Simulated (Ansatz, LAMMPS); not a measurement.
# Local environments in amorphous polyacrylonitrile (as short chains C14N4H18) at 540 K (108 atoms)

Density of this cell: 0.938 g/cm³. The cell holds 108 atoms: 42 C, 12 N and 54 H. Its edges and angles: a = 10.877 Å, b = 10.877 Å, c = 10.877 Å, α = 90.0°, β = 90.0°, γ = 90.0°. 3 polyacrylonitrile chains of 4 units with methyl end groups placed at random, at 0.938 g/cm³; overlaps pushed apart, then 20 ps at 800 K with MMFF94 bonds, angles, torsions, charges and radii (Halgren, J. Comput. Chem. 17, 490 (1996)) in harmonic and 12-6 forms. Snapshot after 30 ps at 540 K and fixed volume.

Computed with Ansatz 0.2.0: Kohn-Sham DFT, PBE+D4, PAW (set soft_2), plane waves; cutoff 420 eV, Γ point, fermi-dirac smearing of 0.05 eV. Geometry: the geometry as built.

The whole cell was solved; only parts of it are printed.

Local excerpt of 46 atoms (numbers count through the whole input) about N89, which bears the longest force; x, y, z are measured from there.

| atom | x | y | z | distance (Å) | bonds | Löwdin charge (e) | Fx | Fy | Fz (eV/Å) |
| --- | --- | --- | --- | --- | --- | --- | --- | --- | --- |
| N89 | 0.00 | 0.00 | 0.00 | 0.00 | 1 | -0.21 | 1.01 | 4.87 | -2.02 |
| C88 | -0.18 | -0.99 | 0.50 | 1.12 | 2 | 0.21 | -0.88 | -4.06 | 1.19 |
| C87 | -0.52 | -2.31 | 0.95 | 2.55 | 4 | -0.13 | 0.00 | -0.52 | 0.23 |
| H71 | -1.65 | 1.29 | -1.79 | 2.76 | 1 | 0.18 | -0.76 | 2.20 | -0.07 |
| H33 | 1.39 | 2.03 | 1.26 | 2.76 | 1 | 0.23 | -0.37 | 0.04 | 0.49 |
| H101 | -2.62 | -1.05 | -0.28 | 2.83 | 1 | 0.22 | 0.81 | 0.43 | -1.18 |
| H34 | 1.30 | 0.10 | 2.63 | 2.94 | 1 | 0.18 | 1.08 | 0.40 | 0.82 |
| H105 | -0.72 | -2.94 | 0.05 | 3.03 | 1 | 0.23 | -0.62 | 0.48 | 0.44 |
| H69 | -0.55 | 3.17 | -0.83 | 3.32 | 1 | 0.24 | 1.04 | 0.90 | -0.82 |
| H102 | -2.52 | -0.51 | 2.12 | 3.34 | 1 | 0.24 | -0.82 | 1.90 | -0.08 |
| C90 | 0.68 | -2.95 | 1.58 | 3.42 | 4 | -0.40 | 2.49 | -1.83 | 1.59 |
| C86 | -1.63 | -2.25 | 2.03 | 3.45 | 4 | -0.25 | -0.79 | -2.04 | -1.42 |
| H107 | 0.99 | -2.36 | 2.47 | 3.56 | 1 | 0.17 | 0.14 | 0.25 | -0.29 |
| C15 | 1.93 | 2.06 | 2.22 | 3.59 | 4 | -0.11 | 0.05 | 1.75 | 0.10 |
| C18 | 2.24 | 0.73 | 2.72 | 3.60 | 4 | -0.42 | 0.35 | -3.17 | -0.41 |
| H106 | 1.64 | -3.07 | 0.92 | 3.60 | 1 | 0.19 | -2.01 | 0.17 | 0.95 |
| H36 | 2.97 | 0.22 | 2.05 | 3.62 | 1 | 0.19 | -0.15 | 0.11 | 0.06 |
| C54 | -2.12 | 2.39 | -1.80 | 3.67 | 4 | -0.43 | 0.64 | -2.14 | 0.90 |
| H58 | 0.56 | -0.79 | -3.55 | 3.68 | 1 | 0.20 | 0.29 | -0.34 | -0.01 |
| C83 | -2.92 | -1.42 | 1.74 | 3.68 | 4 | -0.14 | 0.73 | -1.48 | 2.09 |
| C82 | -3.34 | -1.53 | 0.31 | 3.69 | 4 | -0.27 | -1.83 | 0.77 | 1.33 |
| N77 | 2.58 | -2.27 | -1.48 | 3.74 | 1 | -0.22 | 1.02 | 0.89 | -0.21 |
| H103 | -1.21 | -1.97 | 2.99 | 3.78 | 1 | 0.19 | 0.16 | 0.13 | 0.33 |
| H72 | -2.76 | 2.43 | -0.93 | 3.80 | 1 | 0.21 | -0.17 | 0.18 | 0.39 |
| H60 | -0.18 | -2.93 | -2.49 | 3.86 | 1 | 0.21 | 0.32 | -0.19 | -1.80 |
| C76 | 3.39 | -1.42 | -1.57 | 4.00 | 2 | 0.21 | -2.12 | -1.56 | 0.59 |
| C51 | -0.98 | 3.44 | -1.81 | 4.01 | 4 | -0.13 | -3.63 | -0.79 | -0.39 |
| H67 | -0.42 | 2.17 | -3.48 | 4.12 | 1 | 0.23 | 0.68 | -0.85 | 0.16 |
| C40 | -1.62 | -1.91 | -3.35 | 4.19 | 2 | 0.21 | -0.16 | -0.62 | -0.29 |
| N41 | -2.55 | -1.28 | -3.10 | 4.21 | 1 | -0.23 | -0.93 | 0.83 | 0.20 |
| H96 | 4.15 | 0.42 | -0.93 | 4.27 | 1 | 0.22 | -0.33 | 0.30 | 0.36 |
| H100 | -3.44 | -2.57 | 0.16 | 4.30 | 1 | 0.22 | 0.19 | -1.53 | -0.94 |
| C16 | 1.09 | 2.61 | 3.34 | 4.37 | 2 | 0.19 | -1.18 | 1.26 | -0.63 |
| H104 | -2.01 | -3.29 | 2.07 | 4.37 | 1 | 0.20 | 0.54 | -0.10 | 0.36 |
| H66 | 1.43 | 3.67 | -2.07 | 4.45 | 1 | 0.24 | 0.01 | 0.23 | 0.13 |
| C39 | -0.44 | -2.70 | -3.61 | 4.53 | 4 | -0.11 | 0.28 | 1.05 | 1.26 |
| H108 | 0.46 | -3.97 | 2.14 | 4.53 | 1 | 0.18 | 0.08 | 1.56 | -1.57 |
| C50 | -0.36 | 3.20 | -3.20 | 4.54 | 4 | -0.26 | 1.12 | 0.80 | 2.33 |
| H70 | -2.73 | 2.47 | -2.67 | 4.55 | 1 | 0.20 | -0.68 | -0.01 | -0.99 |
| C38 | 0.58 | -1.68 | -4.21 | 4.57 | 4 | -0.26 | -0.11 | -0.16 | 0.81 |
| C75 | 4.35 | -0.38 | -1.64 | 4.67 | 4 | -0.15 | 1.39 | 0.14 | -2.32 |
| H35 | 2.76 | 0.80 | 3.70 | 4.69 | 1 | 0.20 | -0.70 | -0.38 | -0.19 |
| H32 | 3.79 | 2.60 | 1.04 | 4.71 | 1 | 0.19 | -0.68 | -0.44 | -0.46 |
| C14 | 3.24 | 2.82 | 1.96 | 4.72 | 4 | -0.26 | -0.26 | 1.64 | 1.02 |
| H95 | 3.30 | 0.41 | -3.49 | 4.82 | 1 | 0.19 | 0.49 | -0.01 | 1.13 |
| C80 | -4.78 | 0.44 | 0.56 | 4.84 | 2 | 0.19 | -0.58 | 1.32 | 2.07 |

The column of bonds counts only the pairs H-C within 1.34 Å, C-C within 1.85 Å, C-N within 1.62 Å; other neighbours, such as metal atoms beside each other in a compound, aren't counted, and periodic images can show an atom twice.

A closer look about N45, one of the 12 N atoms: 24 atoms, nearest first, numbered in the order of the input, with positions taken from that point.

| atom | x | y | z | distance (Å) | bonds | Löwdin charge (e) | Fx | Fy | Fz (eV/Å) |
| --- | --- | --- | --- | --- | --- | --- | --- | --- | --- |
| N45 | 0.00 | 0.00 | 0.00 | 0.00 | 1 | -0.21 | -1.57 | -0.63 | 1.46 |
| C44 | -0.83 | -0.32 | 0.78 | 1.18 | 2 | 0.20 | 1.50 | 0.32 | -0.86 |
| H30 | 0.81 | -1.87 | -1.32 | 2.43 | 1 | 0.21 | -0.25 | -0.68 | -0.39 |
| C43 | -1.82 | -0.77 | 1.77 | 2.65 | 4 | -0.15 | 0.79 | 0.84 | 2.28 |
| H56 | -1.46 | 2.26 | 0.17 | 2.70 | 1 | 0.19 | 0.44 | -2.01 | -0.97 |
| H108 | -1.69 | 0.21 | -2.23 | 2.80 | 1 | 0.18 | 0.08 | 1.56 | -1.57 |
| H107 | -1.16 | 1.82 | -1.90 | 2.87 | 1 | 0.17 | 0.14 | 0.25 | -0.29 |
| H26 | 2.72 | -1.01 | -0.21 | 2.91 | 1 | 0.24 | -1.69 | 3.73 | 1.19 |
| H63 | -2.23 | -1.65 | 1.36 | 3.09 | 1 | 0.25 | -1.04 | -1.18 | -1.01 |
| H59 | -0.63 | 1.98 | 2.44 | 3.20 | 1 | 0.20 | 0.73 | 0.31 | -0.14 |
| H65 | -0.07 | -0.97 | 3.07 | 3.22 | 1 | 0.20 | -0.56 | -0.17 | 0.54 |
| C90 | -1.47 | 1.23 | -2.78 | 3.38 | 4 | -0.40 | 2.49 | -1.83 | 1.59 |
| H21 | 2.64 | -0.29 | 2.13 | 3.40 | 1 | 0.20 | -0.06 | 0.02 | -1.13 |
| C11 | 1.01 | -2.32 | -2.32 | 3.44 | 4 | -0.12 | -1.27 | -0.26 | -0.05 |
| H25 | 2.34 | -2.69 | -0.05 | 3.56 | 1 | 0.19 | 0.11 | 0.09 | -0.12 |
| C37 | -1.80 | 2.95 | 0.88 | 3.57 | 4 | -0.51 | 0.31 | -0.89 | 0.64 |
| C46 | -1.13 | -1.30 | 3.14 | 3.58 | 4 | -0.25 | 0.36 | 0.59 | 0.86 |
| C42 | -2.92 | 0.29 | 2.05 | 3.58 | 4 | -0.26 | -1.44 | -1.17 | -0.88 |
| H61 | -3.40 | 0.55 | 1.09 | 3.61 | 1 | 0.19 | 0.64 | 0.61 | -0.10 |
| H28 | 2.15 | -0.74 | -2.82 | 3.62 | 1 | 0.22 | 0.04 | 2.11 | -0.87 |
| C6 | 3.08 | -1.93 | -0.35 | 3.66 | 4 | -0.29 | 1.46 | -2.55 | 0.32 |
| H106 | -0.51 | 1.11 | -3.45 | 3.66 | 1 | 0.19 | -2.01 | 0.17 | 0.95 |
| C12 | -0.01 | -1.79 | -3.24 | 3.71 | 2 | 0.20 | 0.58 | -0.88 | 0.56 |
| C38 | -1.57 | 2.50 | 2.30 | 3.75 | 4 | -0.26 | -0.11 | -0.16 | 0.81 |

The column of bonds counts only the pairs H-C within 1.34 Å, C-C within 1.85 Å, C-N within 1.62 Å; other neighbours, such as metal atoms beside each other in a compound, aren't counted, and periodic images can show an atom twice.

The surroundings of C7, picked at random, nearest first, numbered as they follow in the input and with coordinates relative to it.

| atom | x | y | z | distance (Å) | bonds | Löwdin charge (e) | Fx | Fy | Fz (eV/Å) |
| --- | --- | --- | --- | --- | --- | --- | --- | --- | --- |
| C7 | 0.00 | 0.00 | 0.00 | 0.00 | 4 | -0.16 | 0.55 | 2.17 | 0.14 |
| H27 | 0.17 | -0.96 | -0.17 | 0.99 | 1 | 0.26 | 1.70 | -4.78 | -0.69 |
| C8 | 1.18 | 0.69 | -0.52 | 1.46 | 2 | 0.20 | -0.56 | -0.65 | 0.29 |
| C10 | -1.07 | 0.25 | -0.99 | 1.48 | 4 | -0.26 | -1.32 | -0.05 | 0.03 |
| C6 | -0.32 | 0.09 | 1.46 | 1.50 | 4 | -0.29 | 1.46 | -2.55 | 0.32 |
| H26 | -0.68 | 1.01 | 1.60 | 2.01 | 1 | 0.24 | -1.69 | 3.73 | 1.19 |
| H28 | -1.25 | 1.28 | -1.01 | 2.06 | 1 | 0.22 | 0.04 | 2.11 | -0.87 |
| H25 | -1.06 | -0.67 | 1.76 | 2.16 | 1 | 0.19 | 0.11 | 0.09 | -0.12 |
| H29 | -0.92 | -0.23 | -1.95 | 2.17 | 1 | 0.20 | 0.68 | 0.49 | -0.34 |
| C11 | -2.39 | -0.30 | -0.52 | 2.46 | 4 | -0.12 | -1.27 | -0.26 | -0.05 |
| C3 | 0.95 | -0.07 | 2.31 | 2.50 | 4 | -0.13 | 0.00 | -1.47 | 0.85 |
| N9 | 2.01 | 1.06 | -1.22 | 2.58 | 1 | -0.19 | 0.96 | 0.71 | -0.31 |
| H31 | -1.55 | -2.11 | 0.13 | 2.62 | 1 | 0.19 | 0.07 | -0.46 | 0.68 |
| H30 | -2.59 | 0.15 | 0.49 | 2.64 | 1 | 0.21 | -0.25 | -0.68 | -0.39 |
| H24 | 1.60 | 0.77 | 2.09 | 2.74 | 1 | 0.22 | 0.71 | 0.20 | -0.52 |
| C4 | 1.65 | -1.37 | 2.04 | 2.96 | 2 | 0.17 | -0.06 | 1.07 | -0.37 |
| C14 | -2.31 | -1.86 | -0.60 | 3.02 | 4 | -0.26 | -0.26 | 1.64 | 1.02 |
| H32 | -1.76 | -2.08 | -1.52 | 3.12 | 1 | 0.19 | -0.68 | -0.44 | -0.46 |
| N81 | 0.54 | -3.16 | -1.50 | 3.54 | 1 | -0.20 | 0.07 | -1.91 | -1.32 |
| N5 | 2.24 | -2.34 | 1.79 | 3.70 | 1 | -0.18 | -0.19 | -0.09 | 0.17 |
| C12 | -3.41 | 0.23 | -1.44 | 3.71 | 2 | 0.20 | 0.58 | -0.88 | 0.56 |
| C2 | 0.75 | 0.04 | 3.85 | 3.93 | 4 | -0.25 | -0.47 | 1.52 | -0.84 |
| N85 | 0.69 | 3.88 | 0.99 | 4.06 | 1 | -0.19 | -0.97 | -0.69 | 0.92 |
| H23 | 0.05 | -0.72 | 4.19 | 4.25 | 1 | 0.19 | -0.21 | -0.23 | 0.20 |
| N45 | -3.40 | 2.02 | 1.81 | 4.35 | 1 | -0.21 | -1.57 | -0.63 | 1.46 |
| H21 | -0.76 | 1.73 | 3.94 | 4.37 | 1 | 0.20 | -0.06 | 0.02 | -1.13 |
| H104 | 3.31 | 2.91 | -0.49 | 4.44 | 1 | 0.20 | 0.54 | -0.10 | 0.36 |
| C1 | 0.27 | 1.49 | 4.19 | 4.45 | 4 | -0.48 | 0.27 | -0.76 | 0.09 |
| C84 | 1.40 | 4.23 | 0.16 | 4.46 | 2 | 0.19 | 1.55 | 1.53 | -1.56 |
| C15 | -3.62 | -2.62 | -0.34 | 4.48 | 4 | -0.11 | 0.05 | 1.75 | 0.10 |
| H20 | 1.00 | 2.27 | 3.88 | 4.61 | 1 | 0.19 | -0.52 | -0.27 | -0.05 |
| H22 | 1.73 | -0.11 | 4.33 | 4.66 | 1 | 0.18 | -0.06 | -0.12 | 0.07 |
| C80 | 0.54 | -4.23 | -2.00 | 4.71 | 2 | 0.19 | -0.58 | 1.32 | 2.07 |
| H100 | 1.88 | 3.63 | -2.40 | 4.74 | 1 | 0.22 | 0.19 | -1.53 | -0.94 |

The column of bonds counts only the pairs H-C within 1.34 Å, C-C within 1.85 Å, C-N within 1.62 Å; other neighbours, such as metal atoms beside each other in a compound, aren't counted, and periodic images can show an atom twice.

Neighbours are counted within 1.34 Å (H-C), 1.85 Å (C-C), 1.62 Å (C-N).

Length of the force by element and coordination:

| element | coordination | atoms | mean length of the force (eV/Å) | spread | least | most |
| --- | --- | --- | --- | --- | --- | --- |
| C | all | 42 | 2.05 | 0.870 | 0.569 | 4.32 |
| C | 2 | 12 | 2.03 | 0.963 | 0.701 | 4.32 |
| C | 4 | 30 | 2.06 | 0.829 | 0.569 | 3.73 |
| H | all | 54 | 1.30 | 0.917 | 0.144 | 5.11 |
| N | all | 12 | 1.68 | 1.24 | 0.274 | 5.37 |

Löwdin charges by element and coordination (they lack the spilled electrons, 0.034 e an atom on average):

| element | coordination | atoms | mean charge (e) | spread | least | most |
| --- | --- | --- | --- | --- | --- | --- |
| C | all | 42 | -0.121 | 0.224 | -0.507 | 0.214 |
| C | 2 | 12 | 0.196 | 0.0108 | 0.171 | 0.214 |
| C | 4 | 30 | -0.248 | 0.118 | -0.507 | -0.110 |
| H | all | 54 | 0.207 | 0.0204 | 0.170 | 0.264 |
| N | all | 12 | -0.204 | 0.0147 | -0.226 | -0.175 |

The force components of 1.1 eV/Å r.m.s. hold both thermal displacement and the mismatch between the potential that made the cell and DFT, above all in bond lengths inside molecules. The network of contacts between molecules at the start is that of the classical potential that made the cell, and needn't be the one that DFT or experiment would give. The density was typed from a rule of thumb and may lie off the real one at this temperature. Only the Γ point is sampled, in a cell whose shortest periodic width is 11 Å. The Löwdin charges lack the electrons that the projection spills, 0.034 e an atom on average.

[Hosts, paths, dates, database ids (printed as entryN), source tags and the programs' standing remarks are cut or masked in the printed files.]

[The MMFF94 radii named for the starting cell were scaled by 0.96; in molecules described by MMFF94, hydrogen bound to N, O or S took a small fixed 12-6 site in their place.]
